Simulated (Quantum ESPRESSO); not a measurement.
# Magnetic state of MnCO3 (Rhodochrosite) from several starts, part 2 of 2

Does MnCO3 (Rhodochrosite) prefer parallel or opposed moments?

Quantum ESPRESSO 7.5; LDA; plane waves with GBRV 1.5 LDA potentials, no spin-orbit coupling.

So far, absolute magnetization (μB): step 2 (run 1, typed as ferro ++) 10.

**3. Run 2 (antiferro +−)**

Contents of pw.in:

```
&CONTROL
  calculation = 'scf'
  prefix = 'pwscf'
  outdir = './tmp'
  pseudo_dir = './pseudo'
  disk_io = 'nowf'
/
&SYSTEM
  ibrav = 0
  celldm(1) = 8
  nat = 10
  ntyp = 4
  ecutwfc = 40
  ecutrho = 280
  nbnd = 50
  occupations = 'smearing'
  smearing = 'fd'
  degauss = 0.00367493
  nspin = 2
  starting_magnetization(1) = 0.3
  starting_magnetization(2) = -0.3
  starting_magnetization(3) = 0
  starting_magnetization(4) = 0
/
&ELECTRONS
  conv_thr = 2d-08
  electron_maxstep = 150
  mixing_beta = 0.3
/
ATOMIC_SPECIES
Mn1    54.9380 mn_lda_v1.5.uspp.F.UPF
Mn2    54.9380 mn_lda_v1.5.uspp.F.UPF
C      12.0110 c_lda_v1.2.uspp.F.UPF
O      15.9990 o_lda_v1.2.uspp.F.UPF
CELL_PARAMETERS alat
   0.5637289245524    0.3254690463354    1.2316290017248
  -0.5637289245524    0.3254690463354    1.2316290017248
   0.0000000000000   -0.6509380926707    1.2316290017248
ATOMIC_POSITIONS crystal
Mn1     0.0000000000    0.0000000000    0.0000000000
Mn2     0.5000000000    0.5000000000    0.5000000000
C       0.2500000000    0.2500000000    0.2500000000
C       0.7500000000    0.7500000000    0.7500000000
O       0.5195000000    0.9805000000    0.2500000000
O       0.2500000000    0.5195000000    0.9805000000
O       0.9805000000    0.2500000000    0.5195000000
O       0.4805000000    0.0195000000    0.7500000000
O       0.7500000000    0.4805000000    0.0195000000
O       0.0195000000    0.7500000000    0.4805000000
K_POINTS automatic
6 6 6 0 0 0
```

The run is started by

```
$ OMP_NUM_THREADS=1 mpirun -n 4 pw.x -nk 4 -in pw.in > pw.out
```

The program printed:

```text
[banner, memory and clock lines left out]
Program PWSCF v.7.5 starts

     Message from routine setup:
     using ibrav=0 with symmetry is DISCOURAGED, use correct ibrav instead

     bravais-lattice index     =            0
     lattice parameter (alat)  =       8.0000  a.u.
     unit-cell volume          =     694.1944 (a.u.)^3
     number of atoms/cell      =           10
     number of atomic types    =            4
     number of electrons       =        74.00
     number of Kohn-Sham states=           50
     kinetic-energy cutoff     =      40.0000  Ry
     charge density cutoff     =     280.0000  Ry
     scf convergence threshold =      2.0E-08
     mixing beta               =       0.3000
     number of iterations used =            8  plain     mixing
     Exchange-correlation= SLA  PZ   NOGX NOGC
                           (   1   1   0   0   0   0   0)

     celldm(1)=   8.000000  celldm(2)=   0.000000  celldm(3)=   0.000000
     celldm(4)=   0.000000  celldm(5)=   0.000000  celldm(6)=   0.000000

     crystal axes: (cart. coord. in units of alat)
               a(1) = (   0.563729   0.325469   1.231629 )
               a(2) = (  -0.563729   0.325469   1.231629 )
               a(3) = (   0.000000  -0.650938   1.231629 )

     reciprocal axes: (cart. coord. in units 2 pi/alat)
               b(1) = (  0.886951  0.512081  0.270644 )
               b(2) = ( -0.886951  0.512081  0.270644 )
               b(3) = (  0.000000 -1.024163  0.270644 )

     PseudoPot. # 1 for Mn read from file:
     mn_lda_v1.5.uspp.F.UPF
     Pseudo is Ultrasoft + core correction, Zval = 15.0

     PseudoPot. # 2 for Mn read from file:
     mn_lda_v1.5.uspp.F.UPF
     Pseudo is Ultrasoft + core correction, Zval = 15.0

     PseudoPot. # 3 for C  read from file:
     c_lda_v1.2.uspp.F.UPF
     Pseudo is Ultrasoft + core correction, Zval =  4.0

     PseudoPot. # 4 for O  read from file:
     o_lda_v1.2.uspp.F.UPF
     Pseudo is Ultrasoft + core correction, Zval =  6.0

     atomic species   valence    mass     pseudopotential
     Mn1              15.00    54.93800     Mn( 1.00)
     Mn2              15.00    54.93800     Mn( 1.00)
     C                 4.00    12.01100     C ( 1.00)
     O                 6.00    15.99900     O ( 1.00)

     Starting magnetic structure
     atomic species   magnetization
     Mn1             0.300
     Mn2            -0.300
     C               0.000
     O               0.000

      6 Sym. Ops., with inversion, found

   Cartesian axes

     site n.     atom                  positions (alat units)
         1        Mn1    tau(   1) = (   0.0000000   0.0000000   0.0000000  )
         2        Mn2    tau(   2) = (   0.0000000   0.0000000   1.8474435  )
         3        C      tau(   3) = (   0.0000000   0.0000000   0.9237218  )
         4        C      tau(   4) = (   0.0000000   0.0000000   2.7711653  )
         5        O      tau(   5) = (  -0.2598790   0.3254690   2.1553508  )
         6        O      tau(   6) = (  -0.1519249  -0.3877964   2.1553508  )
         7        O      tau(   7) = (   0.4118040   0.0623273   2.1553508  )
         8        O      tau(   8) = (   0.2598790  -0.3254690   1.5395363  )
         9        O      tau(   9) = (   0.1519249   0.3877964   1.5395363  )
        10        O      tau(  10) = (  -0.4118040  -0.0623273   1.5395363  )

     number of k points=    40  Fermi-Dirac smearing, width (Ry)=  0.0037
                       cart. coord. in units 2pi/alat
        k(    1) = (   0.0000000   0.0000000   0.0000000), wk =   0.0046296
        k(    2) = (   0.0000000  -0.1706938   0.0451074), wk =   0.0277778
        k(    3) = (   0.0000000  -0.3413876   0.0902148), wk =   0.0277778
        k(    4) = (   0.0000000   0.5120815  -0.1353221), wk =   0.0138889
        k(    5) = (  -0.1478252  -0.0853469   0.0902148), wk =   0.0277778
        [... 35 further k-points ...]

     Dense  grid:    54851 G-vectors     FFT dimensions: (  60,  60,  60)

     Smooth grid:    23739 G-vectors     FFT dimensions: (  45,  45,  45)

     Check: negative core charge=   -0.000031
     Generating pointlists ...
     new r_m :   0.2137 (alat units)  1.7092 (a.u.) for type    1
     new r_m :   0.2137 (alat units)  1.7092 (a.u.) for type    2
     new r_m :   0.1253 (alat units)  1.0027 (a.u.) for type    3
     new r_m :   0.1253 (alat units)  1.0027 (a.u.) for type    4

     Initial potential from superposition of free atoms

     starting charge      72.9998, renormalised to      74.0000
     Starting wfcs are   58 randomized atomic wfcs

     Self-consistent Calculation

     iteration #  1     ecut=    40.00 Ry     beta= 0.30
     Davidson diagonalization with overlap
     ethr =  1.00E-02,  avg # of iterations =  3.1

     total energy              =    -639.07818306 Ry
     estimated scf accuracy    <       1.19966655 Ry

     total magnetization       =    -0.00 Bohr mag/cell
     absolute magnetization    =     9.49 Bohr mag/cell

     iteration #  2     ecut=    40.00 Ry     beta= 0.30
     Davidson diagonalization with overlap
     ethr =  1.62E-03,  avg # of iterations =  2.0

     total energy              =    -639.25499345 Ry
     estimated scf accuracy    <       0.08691789 Ry

     total magnetization       =     0.00 Bohr mag/cell
     absolute magnetization    =     9.39 Bohr mag/cell

     [... further iterations left out ...]

     iteration # 10     ecut=    40.00 Ry     beta= 0.30
     Davidson diagonalization with overlap
     ethr =  9.25E-10,  avg # of iterations =  2.0

     negative rho (up, down):  3.024E-04 3.024E-04

     total energy              =    -639.25987666 Ry
     estimated scf accuracy    <       0.00000012 Ry

     total magnetization       =     0.00 Bohr mag/cell
     absolute magnetization    =     9.43 Bohr mag/cell

     iteration # 11     ecut=    40.00 Ry     beta= 0.30
     Davidson diagonalization with overlap
     ethr =  1.66E-10,  avg # of iterations =  2.0

     negative rho (up, down):  3.022E-04 3.022E-04

     Magnetic moment per site  (integrated on atomic sphere of radius R)
     atom   1 (R=0.214)  charge= 12.5064  magn=  4.1347
     atom   2 (R=0.214)  charge= 12.5064  magn= -4.1347
     atom   3 (R=0.125)  charge=  1.3085  magn= -0.0000
     atom   4 (R=0.125)  charge=  1.3085  magn= -0.0000
     atom   5 (R=0.125)  charge=  3.2939  magn= -0.0000
     atom   6 (R=0.125)  charge=  3.2939  magn= -0.0000
     atom   7 (R=0.125)  charge=  3.2939  magn= -0.0000
     atom   8 (R=0.125)  charge=  3.2939  magn= -0.0000
     atom   9 (R=0.125)  charge=  3.2939  magn= -0.0000
     atom  10 (R=0.125)  charge=  3.2939  magn= -0.0000

     End of self-consistent calculation

     [... lines left out ...]
     the Fermi energy is     8.7580 ev

!    total energy              =    -639.25987669 Ry
     estimated scf accuracy    <          3.6E-09 Ry
     smearing contrib. (-TS)   =      -0.00000000 Ry
     internal energy E=F+TS    =    -639.25987669 Ry

     The total energy is F=E-TS. E is the sum of the following terms:
     one-electron contribution =    -329.43871988 Ry
     hartree contribution      =     199.08932442 Ry
     xc contribution           =    -103.20613589 Ry
     ewald contribution        =    -405.70434535 Ry

     total magnetization       =     0.00 Bohr mag/cell
     absolute magnetization    =     9.43 Bohr mag/cell

     convergence has been achieved in  11 iterations
```

Wall time 81 s (4 MPI ranks of Arm Neoverse V2, shared host); peak memory 0.66 GiB; 5.4 min of CPU time.

Spin moment in the atom's sphere by atom:

| atom | spin moment in the atom's sphere (μB) |
| --- | --- |
| Mn1 | 4.13 |
| Mn2 | -4.13 |
| C3 | 0.00 |
| C4 | 0.00 |
| O5 | 0.00 |
| O6 | 0.00 |
| O7 | 0.00 |
| O8 | 0.00 |
| O9 | 0.00 |
| O10 | 0.00 |

This step gave:

* smearing term TS: 1.38e-9 eV
* magnetization: 0 μB
* absolute magnetization: 9.426 μB
* final state: antiferromagnetic

**4. Ranking**

An order is kept where moments of 0.15 μB or more survive with the typed signs; meshes match where a doubled cell samples the same k points as the first cell.

Orders:

| start | final state | typed order kept | energy over the lowest (meV a seeded atom) | largest site moment (μB) | net moment (μB a cell of the first run) | mesh matched | CPU time (s) |
| --- | --- | --- | --- | --- | --- | --- | --- |
| ferro ++ | ferromagnetic | yes | 50.31 | 4.176 | 10 | yes | 298.3 |
| antiferro +- | antiferromagnetic | yes | 0 | 4.135 | 0 | yes | 322.4 |

**5. Results**

```yaml
lowest_state_found: antiferromagnetic (from antiferro +-)
largest_site_moment: 4.13 μB
next_state_with_moments: ferromagnetic, 50.3 meV a seeded atom higher
```

This is the lowest of 2 collinear or spinless starts, no proof of the ground state. No Hubbard term acts here. In such compounds local and semilocal functionals without one often delocalise the d electrons, and can shrink or lose moments and miss the size, sign and order of the couplings.

[Logs and program files are shortened in this print: banners, set-up blocks, solver, clock and traceback lines can be left out without a mark of their own.]

[Logs are printed without paths, hosts, clocks, repeated set-up lines and the standing remarks that a program may print on its own settings, such as how far it seeks lower states.]

[Hosts, paths, dates, database ids (printed as entryN), source tags and the programs' standing remarks are cut or masked in the printed files.]

[Where a cell is said to come from a database of computed structures, the database is the Materials Project.]
